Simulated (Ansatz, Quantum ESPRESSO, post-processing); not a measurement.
# Screening and band shifts of H-SiC-F chair, 1 layer, part 5 of 6

How does H-SiC-F chair, 1 layer respond to a gate-like field without added charge?

Quantum ESPRESSO 7.5; plane-wave DFT, PBE, GBRV ultrasoft pseudopotentials; geometry and cross-check by Ansatz 0.2.0 with PAW datasets.

So far. Step 11 (SCF with pw.x: field 0.3 V/Å): The dipole goes from 0.1158 to 0.1672 e Å, 0.1713 e Å per V/Å. Step 12 (Electrostatic potential): The slope in the vacuum is 0.300 eV/Å for an applied 0.30 V/Å, as it should be.

**13. Bands along a path: field 0.3 V/Å**

The input, f3.bands.in:

```
&control
  prefix = 'f3.bands'
  outdir = './out'
  pseudo_dir = './pseudo'
  calculation = 'bands'
  tefield = .true.
  dipfield = .true.
/
&system
  ibrav = 0
  nat = 4
  ntyp = 4
  ecutwfc = 40
  ecutrho = 200
  occupations = 'smearing'
  smearing = 'fd'
  degauss = 0.004
  edir = 3
  emaxpos = 0.97
  eopreg = 0.04
  eamp = 0.00583407
  nbnd = 14
/
&electrons
  conv_thr = 1e-07
  mixing_beta = 0.4
  electron_maxstep = 120
  mixing_mode = 'local-TF'
/
ATOMIC_SPECIES
  F   18.9984  f_pbe_v1.4.uspp.F.UPF
  C   12.0110  c_pbe_v1.2.uspp.F.UPF
  Si  28.0850  si_pbe_v1.uspp.F.UPF
  H   1.0080  h_pbe_v1.4.uspp.F.UPF
CELL_PARAMETERS angstrom
  3.15854778695671 0.00000000000000 0.00000000000000
  -1.57927389347836 2.73538262257163 -0.00000000000000
  0.00000000000000 -0.00000000000000 20.37333333330000
ATOMIC_POSITIONS crystal
  F   0.666666666667 0.333333333333 0.413527362792
  C   0.666666666667 0.333333333333 0.483610054135
  Si  0.333333333333 0.666666666667 0.512432802251
  H   0.333333333333 0.666666666667 0.586012241522
K_POINTS crystal_b
4
  0.0000000000 0.0000000000 0.0000000000 14
  0.5000000000 0.0000000000 0.0000000000 14
  0.3333333333 0.3333333333 0.0000000000 14
  0.0000000000 0.0000000000 0.0000000000 1
```

Command:

```console
> cp -r out/f3.save out/f3.bands.save
> cp out/f3.xml out/f3.bands.xml
> OMP_NUM_THREADS=1 mpirun -n 2 pw.x -nk 2 -in f3.bands.in > f3.bands.out
```

Numbers of over 12 decimals in the logs are rounded to 6 here.

Output:

```text
[banner, memory and clock lines left out]
Program PWSCF v.7.5 starts
[citation notice left out]

[...]
bravais-lattice index     =            0
     lattice parameter (alat)  =       5.9688  a.u.
     unit-cell volume          =    1187.8572 (a.u.)^3
     number of atoms/cell      =            4
     number of atomic types    =            4
     number of electrons       =        16.00
     number of Kohn-Sham states=           14
     kinetic-energy cutoff     =      40.0000  Ry
     charge density cutoff     =     200.0000  Ry
     Exchange-correlation=  SLA  PW   PBX  PBC
                           (   1   4   3   4   0   0   0)

[...]
PseudoPot. # 1 for F  read from file:
     ./pseudo/f_pbe_v1.4.uspp.F.UPF
     Pseudo is Ultrasoft, Zval =  7.0
     Generated by new atomic code, or converted to UPF format
     Using radial grid of  799 points,  4 beta functions with:
                l(1) =   0
                l(2) =   0
                l(3) =   1
                l(4) =   1
     Q(r) pseudized with  8 coefficients,  rinner =    0.950   0.950   0.950

     PseudoPot. # 2 for C  read from file:
     ./pseudo/c_pbe_v1.2.uspp.F.UPF
     Pseudo is Ultrasoft + core correction, Zval =  4.0
     Generated by new atomic code, or converted to UPF format
     Using radial grid of  721 points,  4 beta functions with:
                l(1) =   0
                l(2) =   0
                l(3) =   1
                l(4) =   1
     Q(r) pseudized with  8 coefficients,  rinner =    1.100   1.100   1.100

     PseudoPot. # 3 for Si read from file:
     ./pseudo/si_pbe_v1.uspp.F.UPF
     Pseudo is Ultrasoft + core correction, Zval =  4.0
     Generated by new atomic code, or converted to UPF format
     Using radial grid of  899 points,  6 beta functions with:
                l(1) =   0
                l(2) =   0
                l(3) =   1
                l(4) =   1
                l(5) =   2
                l(6) =   2
     Q(r) pseudized with  8 coefficients,  rinner =    0.900   0.900   0.900
                                                       0.900   0.900

     PseudoPot. # 4 for H  read from file:
     ./pseudo/h_pbe_v1.4.uspp.F.UPF
     Pseudo is Ultrasoft, Zval =  1.0
     Generated by new atomic code, or converted to UPF format
     Using radial grid of  615 points,  2 beta functions with:
                l(1) =   0
                l(2) =   0
     Q(r) pseudized with  8 coefficients,  rinner =    0.700

     atomic species   valence    mass     pseudopotential
     F                 7.00    18.99840     F ( 1.00)
     C                 4.00    12.01100     C ( 1.00)
     Si                4.00    28.08500     Si( 1.00)
     H                 1.00     1.00800     H ( 1.00)

     No symmetry found

[...]
number of k points=    43  Fermi-Dirac smearing, width (Ry)=  0.0040
[...]
Dense  grid:    56951 G-vectors     FFT dimensions: (  27,  27, 180)

     Smooth grid:    40403 G-vectors     FFT dimensions: (  25,  25, 160)

     The potential is recalculated from file :
     ./out/f3.bands.save/charge-density

     negative rho (up, down):  6.423E-04 0.000E+00

     Adding external electric field

     Computed dipole along edir(3) :
        Dipole                0.3159 Ry au,          0.8030 Debye
        Dipole field          0.0033 Ry au,

        E field amplitude [Ha a.u.]:  5.8341E-03
        Potential amp.        0.1842 Ry
        Total length         36.9600 bohr

     Starting wfcs are   13 randomized atomic wfcs +    1 random wfcs

     Band Structure Calculation
     Davidson diagonalization with overlap

     ethr =  6.25E-10,  avg # of iterations = 50.7

     End of band structure calculation

          k = 0.0000 0.0000 0.0000 (  4997 PWs)   bands (ev):

   -28.0788 -17.0161 -11.4278  -8.1607  -8.1607  -7.9161  -3.8395  -3.8395
    -1.1284   1.1980   1.9353   2.7196   3.2365   3.2365

          k = 0.0357 0.0206 0.0000 (  4999 PWs)   bands (ev):

   -28.0765 -16.9985 -11.4218  -8.2033  -8.1675  -7.8958  -3.9266  -3.8613
    -1.0725   1.2296   1.9609   2.7500   3.1570   3.2909

[...]
```

It took 22 s on 2 MPI ranks of Arm Neoverse V2, shared host; peak memory 0.16 GiB; 44 s of CPU time.

Band numbers count within the set of bands kept for display. The electronic bands at the labelled points (eV, zero at the highest filled level of the SCF mesh; v1 is the highest filled band, c1 the lowest empty one):

```
  point     v4     v3     v2     v1    c1    c2    c3    c4
      Γ  -4.32  -4.08   0.00   0.00  2.71  5.04  5.77  6.56
halfway  -4.59  -3.97  -1.98  -0.69  3.69  5.30  6.30  7.03
      M  -4.86  -4.59  -2.28  -1.16  3.47  4.23  7.39  9.07
halfway  -5.42  -4.53  -2.46  -1.77  4.20  5.32  7.71  7.80
      K  -5.89  -4.49  -2.86  -1.85  5.04  5.11  7.92  8.88
halfway  -4.90  -4.00  -2.04  -1.32  4.19  5.71  6.78  7.43
      Γ  -4.32  -4.08   0.00   0.00  2.71  5.04  5.77  6.56
```

Upper empty bands that drop with the field can be states of the vacuum, held by the sawtooth; they depend on the cell's width.

Along this path the valence top lies at Γ and the conduction bottom at Γ.

**14. Valence density**

The density shows how far the electrons spill into the vacuum.

The input, f0.rho.in:

```
&inputpp
  prefix = 'f0'
  outdir = './out'
  filplot = 'f0.rho.dat'
  plot_num = 0
/
```

Command:

```console
> OMP_NUM_THREADS=1 mpirun -n 2 pp.x -in f0.rho.in > f0.rho.out
```

Output:

```text
[banner, memory and clock lines left out]
Program POST-PROC v.7.5 starts

          URL

     ./out/f0.save/

     IMPORTANT: XC functional enforced from input :
     Exchange-correlation= PBE
                           (   1   4   3   4   0   0   0)
     Any further DFT definition will be discarded
     Please, verify this is what you really want

     negative rho (up, down):  6.385E-04 0.000E+00

     Adding external electric field

     Computed dipole along edir(3) :
        Dipole                0.2188 Ry au,          0.5562 Debye
        Dipole field          0.0023 Ry au,

        Potential amp.       -0.1711 Ry
        Total length         36.9600 bohr

     Calling punch_plot, plot_num =   0
     Writing data to file  f0.rho.dat
     Message from routine chdens:
     namelist plot not found or invalid, exiting
```

Run time: 1 s. Hardware: 2 MPI ranks; peak memory 0.14 GiB.

This step gave:

```
electrons by integration : 16.00 e
```

Mean over planes. Valence density, planar mean against z:

```
z (Å)  valence density, planar mean (e/Å³)
  6.0                               6.2e-5
  6.5                               5.3e-4
  7.0                              0.00443
  7.5                               0.0419
  8.0                                0.403
  8.5                                 1.02
  9.0                                0.311
  9.5                                0.375
 10.0                                0.611
 10.5                                0.397
 11.0                                0.196
 11.5                                0.172
 12.0                                0.150
 12.5                               0.0424
 13.0                              0.00884
 13.5                              0.00178
 14.0                               3.6e-4
 14.5                               7.2e-5
```

Valence density in the ca plane at fractional y = 0.333, with atoms of F and C within 0.2 Å of it. It is the smooth field of the valence electrons, not physical close to the nuclei.

Values in units of 1e0 e/Å³, 5 rows by 16 columns, each cell a mean:
```
0.0 0.0 0.0 0.0 0.2 1.8 0.8 0.7 0.1 0.0 0.0 0.0 0.0 0.0 0.0 0.0
0.0 0.0 0.0 0.0 0.6 8.2 1.5 0.9 0.1 0.0 0.0 0.0 0.0 0.0 0.0 0.0
0.0 0.0 0.0 0.0 0.2 1.8 0.8 0.7 0.1 0.0 0.0 0.0 0.0 0.0 0.0 0.0
0.0 0.0 0.0 0.0 0.0 0.1 0.2 0.3 0.1 0.0 0.0 0.0 0.0 0.0 0.0 0.0
0.0 0.0 0.0 0.0 0.0 0.1 0.2 0.3 0.1 0.0 0.0 0.0 0.0 0.0 0.0 0.0
```
Columns run along c (16.0 Å, from fractional 0.16 to 0.94 of the cell), rows up along a (3.2 Å). Atoms in or near the plane, at fractional coordinates: F at (0.41, 0.67), C at (0.48, 0.67).

The density integrates to 16.000 electrons, as the 16 of the input ask.

**15. Density by pp.x**

The input, f2.rho.in:

```
&inputpp
  prefix = 'f2'
  outdir = './out'
  filplot = 'f2.rho.dat'
  plot_num = 0
/
```

Command:

```console
> OMP_NUM_THREADS=1 mpirun -n 2 pp.x -in f2.rho.in > f2.rho.out
```

Wall time 1 s (2 MPI ranks); peak memory 0.14 GiB.

**16. Charge moved by a field of 0.2 V/Å**

This step gave:

| Property | Result |
| --- | --- |
| largest charge moved across a plane | 0.001135 e/Å² |
| dipole step | -0.7186 eV |

The planar mean oscillates, so the rows of the table below give means over windows of 0.5 Å about each position, cut where the curve ends. Its maxima inside the range that stand out by 2 % of the span (Å: e/Å³): 7.92: 7.9e-4, 8.72: 3.4e-4, 9.85: 7.5e-4, 11.32: 2.1e-4. Its minima: 8.38: 4.9e-5, 9.17: -2.9e-5, 10.53: -6.1e-4, 12.22: -7.5e-4.

Table of planar mean by z; means over each step:

z (Å), planar mean (e/Å³) and a bar from the least value:
```
      4.5    0.00000 ##############
      5.0    0.00000 ##############
      5.5    0.00000 ##############
      6.0    0.00001 ##############
      6.5    0.00003 ###############
      7.0    0.00013 #################
      7.5    0.00044 #########################
      8.0    0.00067 ##############################
      8.5    0.00022 ###################
      9.0    0.00006 ################
      9.5    0.00031 ######################
     10.0    0.00036 #######################
     10.5   -0.00052 ##
     11.0   -0.00007 #############
     11.5    0.00003 ###############
     12.0   -0.00061 
     12.5   -0.00061 
     13.0   -0.00029 ########
     13.5   -0.00010 ############
     14.0   -0.00003 ##############
     14.5   -0.00001 ##############
     15.0    0.00000 ##############
     15.5    0.00000 ##############
     16.0    0.00000 ##############
     16.5    0.00000 ##############
```

Running integral, electrons below z against z:

z (Å), running integral, electrons below z (e/Å²) and a bar:
```
        5    0.00000 
        6    0.00000 
        7    0.00005 #
        8    0.00053 ##############
        9    0.00078 #####################
       10    0.00112 ##############################
       11    0.00078 #####################
       12    0.00067 ##################
       13    0.00011 ###
       14    0.00001 
       15    0.00000 
       16    0.00000
```

**17. Polarisability from the dipole between 0 and 0.1 V/A**

Read from the output:

* change of slope in the vacuum: 0.10000 eV/Å
* polarisability a cell: 2.473 Å³
* sheet polarisability 4πα/A: 3.597 Å

Table of change of the potential energy, second field less first by z:

```
z (Å)  change of the potential energy, second field less first (eV)
  0.0                                                        -0.422
  0.5                                                        -0.792
  1.0                                                        -0.742
  1.5                                                        -0.692
  2.0                                                        -0.642
  2.5                                                        -0.592
  3.0                                                        -0.542
  3.5                                                        -0.492
  4.0                                                        -0.442
  4.5                                                        -0.392
  5.0                                                        -0.342
  5.5                                                        -0.292
  6.0                                                        -0.242
  6.5                                                        -0.192
  7.0                                                        -0.143
  7.5                                                       -0.0967
  8.0                                                       -0.0606
  8.5                                                       -0.0385
  9.0                                                       -0.0219
  9.5                                                      -0.00720
 10.0                                                        2.7e-4
 10.5                                                        9.2e-4
 11.0                                                        0.0118
 11.5                                                        0.0249
 12.0                                                        0.0380
 12.5                                                        0.0642
 13.0                                                         0.104
 13.5                                                         0.150
 14.0                                                         0.199
 14.5                                                         0.249
 15.0                                                         0.299
 15.5                                                         0.349
 16.0                                                         0.399
 16.5                                                         0.449
 17.0                                                         0.499
 17.5                                                         0.549
 18.0                                                         0.599
 18.5                                                         0.649
 19.0                                                         0.699
 19.5                                                         0.749
 20.0                                                         0.309
```

**18. Dipole against field**

Table of dipole along the normal, dipole moment by applied field:

```
applied field (V/Å)  dipole along the normal, dipole moment (e·Å)
              0.000                                         0.116
              0.100                                         0.133
              0.200                                         0.150
              0.300                                         0.167
```

**19. The same in Ansatz: field 0.1 V/Å**

As a check, the same structure is run in Ansatz.

Level of this step: plane-wave DFT, PBE, Ansatz PAW (Ansatz 0.2.0).

The input, input.yaml:

```yaml
crystal:
  lattice:
    - [3.158547787, 0.0, 0.0]
    - [-1.5792738935, 2.7353826226, 0.0]
    - [0.0, 0.0, 20.3733333333]
  atoms:
    - { symbol: F, position: [0.6666666667, 0.3333333333, 0.4135273628] }
    - { symbol: C, position: [0.6666666667, 0.3333333333, 0.4836100541] }
    - { symbol: Si, position: [0.3333333333, 0.6666666667, 0.5124328023] }
    - { symbol: H, position: [0.3333333333, 0.6666666667, 0.5860122415] }
kpoints:
  mp_grid: { grid: [12, 12, 1] }
hamiltonian:
  xc: pbe
scf:
  occupations: { method: fermi_dirac, width: 0.054 }
  convergence: { dr2_threshold: 1.0e-09 }
efield:
  axis: 3
  dipole_correction: true
  ramp_position: 0.97
  ramp_width: 0.04
  amplitude: 0.1
output:
  write_potential: true
  write_density: true
  volumetric_format: npy
```

Command:

```console
> ansatz run input.yaml --threads 2 --pin off --max-ram 4096MiB --backend cpu --events-out ev --progress --plain --runs-dir out
```

Output:

```text
[...]
Crystal: 4 atoms, lattice volume = 176.022 Å³
Basis set: ecut = 420 eV, 3393 PW (Γ)
Bands: 12, of which v1, the nominal top of the filled ones, is band 8 counted from 1 (7 counted from 0)
Symmetry: 6 space group operations
[...]
k-points: 19 of 144 (time reversal used)
[...]
SCF iter   1: F=—  HF=-1711.061571 eV  |F-HF|=—  |Δ(HF+E_count)|=         —  Δρ=5.72e-2  dr2=4.34e0  ethr=3.10e-3  p=0.021 e·Å  D=2.21e-2 V/Å  ΔV_dip=-0.45 eV  dr2_dipole=5.40e-2  V_vac-E_F(+/−)=7.93/6.57 eV  ⟨swp⟩=7.6  Hψ=1881  notcnv=0
[...]
SCF iter  10: F=-1709.751815 eV  HF=-1709.751815 eV  |F-HF|=4.18e-10  |Δ(HF+E_count)|=   2.64e-8  Δρ=8.01e-7  dr2=6.40e-10  ethr=6.25e-12  p=0.130 e·Å  D=1.34e-1 V/Å  ΔV_dip=-2.72 eV  dr2_dipole=1.23e-11  V_vac-E_F(+/−)=4.54/5.45 eV  ⟨swp⟩=3.6  Hψ=1112  notcnv=0
SCF 1 converged in 10 iterations: F = -1709.751815 eV  dr2 = 6.40e-10
[...]
SCF converged after 10 iterations
Free energy (F): -1709.751815 eV
[...]
Internal energy: -1709.751815 eV  (E = F + TS)
E sigma→0 (E₀):  -1709.751815 eV
Fermi energy:    -2.442772 eV
Dipole field:    D = 0.133652 V/Å  (p = 0.130011 e·Å, saw-weighted, corrected)
Work function:   not extracted (applied field tilts the vacuum); planar V_es + V_field profile in the machine report
[...]
--- Band table (eV; the first three rows and the last of 19) ---
  k-point 0: bands = [... 4 lower, -8.1201, -7.9568, -3.8189, -3.8189, -1.1188, 0.9219, 2.3835, 3.0044]
  k-point 1: bands = [... 4 lower, -8.1573, -7.8777, -4.2439, -3.9319, -0.8578, 1.0784, 2.5231, 2.8742]
  k-point 2: bands = [... 4 lower, -8.2575, -7.8116, -5.0866, -4.2028, -0.3981, 1.3189, 2.3724, 2.9927]
  k-point 18: bands = [... 4 lower, -9.7259, -8.3285, -6.6684, -5.6914, 1.1915, 1.2244, 4.0250, 5.0262]
```

Wall time 4.1 s (2 threads); peak memory 0.35 GiB; 7.6 s of CPU time.

This step gave:

* free energy: -1709.7518 eV
* Fermi energy: -2.443 eV
* gap by band count: 2.700 eV
* dipole along the normal: 0.1300 e·Å

At 0.1 V/Å Ansatz's dipole is 0.1300 e Å against 0.1330 from pw.x.

**20. The same in Ansatz: field -0.1 V/Å**

input.yaml is the input of step 19 with these lines changed:

```diff
@@ -22,3 +22,3 @@
   ramp_width: 0.04
-  amplitude: 0.1
+  amplitude: -0.1
 output:
```

Output:

```text
[...]
Crystal: 4 atoms, lattice volume = 176.022 Å³
Basis set: ecut = 420 eV, 3393 PW (Γ)
Bands: 12, of which v1, the nominal top of the filled ones, is band 8 counted from 1 (7 counted from 0)
Symmetry: 6 space group operations
[...]
k-points: 19 of 144 (time reversal used)
[...]
--- Band table (eV; the first three rows and the last of 19) ---
  k-point 0: bands = [... 4 lower, -8.1038, -8.0250, -3.8387, -3.8387, -1.1567, 0.5158, 1.5687, 2.9575]
  k-point 1: bands = [... 4 lower, -8.1415, -7.9369, -4.2618, -3.9513, -0.9010, 0.6735, 1.7130, 2.8125]
  k-point 2: bands = [... 4 lower, -8.2432, -7.8778, -5.1000, -4.2211, -0.4431, 0.9745, 1.9866, 2.4434]
  k-point 18: bands = [... 4 lower, -9.7230, -8.3570, -6.6650, -5.7279, 1.1373, 1.1475, 3.9258, 4.9788]
[key lines of the parts left out:]
SCF converged after 10 iterations
Free energy (F): -1709.729247 eV
Fermi energy:    -2.471652 eV
Dipole field:    D = 0.098316 V/Å  (p = 0.095638 e·Å, saw-weighted, corrected)
```

It took 4.1 s on 2 threads; peak memory 0.35 GiB.

Numbers from this step:

```
free energy             : -1709.7292 eV
Fermi energy            : -2.472 eV
gap by band count       : 2.682 eV
dipole along the normal : 0.09564 e·Å
```

**21. Dipole against field, Ansatz**

The dipole along the normal, dipole moment by applied field:

```
applied field (V/Å)  dipole along the normal, dipole moment (e·Å)
            -0.1000                                        0.0956
             0.0000                                         0.113
             0.1000                                         0.130
```

(Continued in part 6 of 6.)

[Logs are printed without paths, hosts, clocks, repeated set-up lines and the standing remarks that a program may print on its own settings, such as how far it seeks lower states.]

[Hosts, paths, dates, database ids (printed as entryN), source tags and the programs' standing remarks are cut or masked in the printed files.]

[Maps of the electrostatic potential energy from Ansatz leave out the sawtooth potential of an applied field or a dipole correction, so their vacuum need not be flat; planar profiles and work functions include it.]
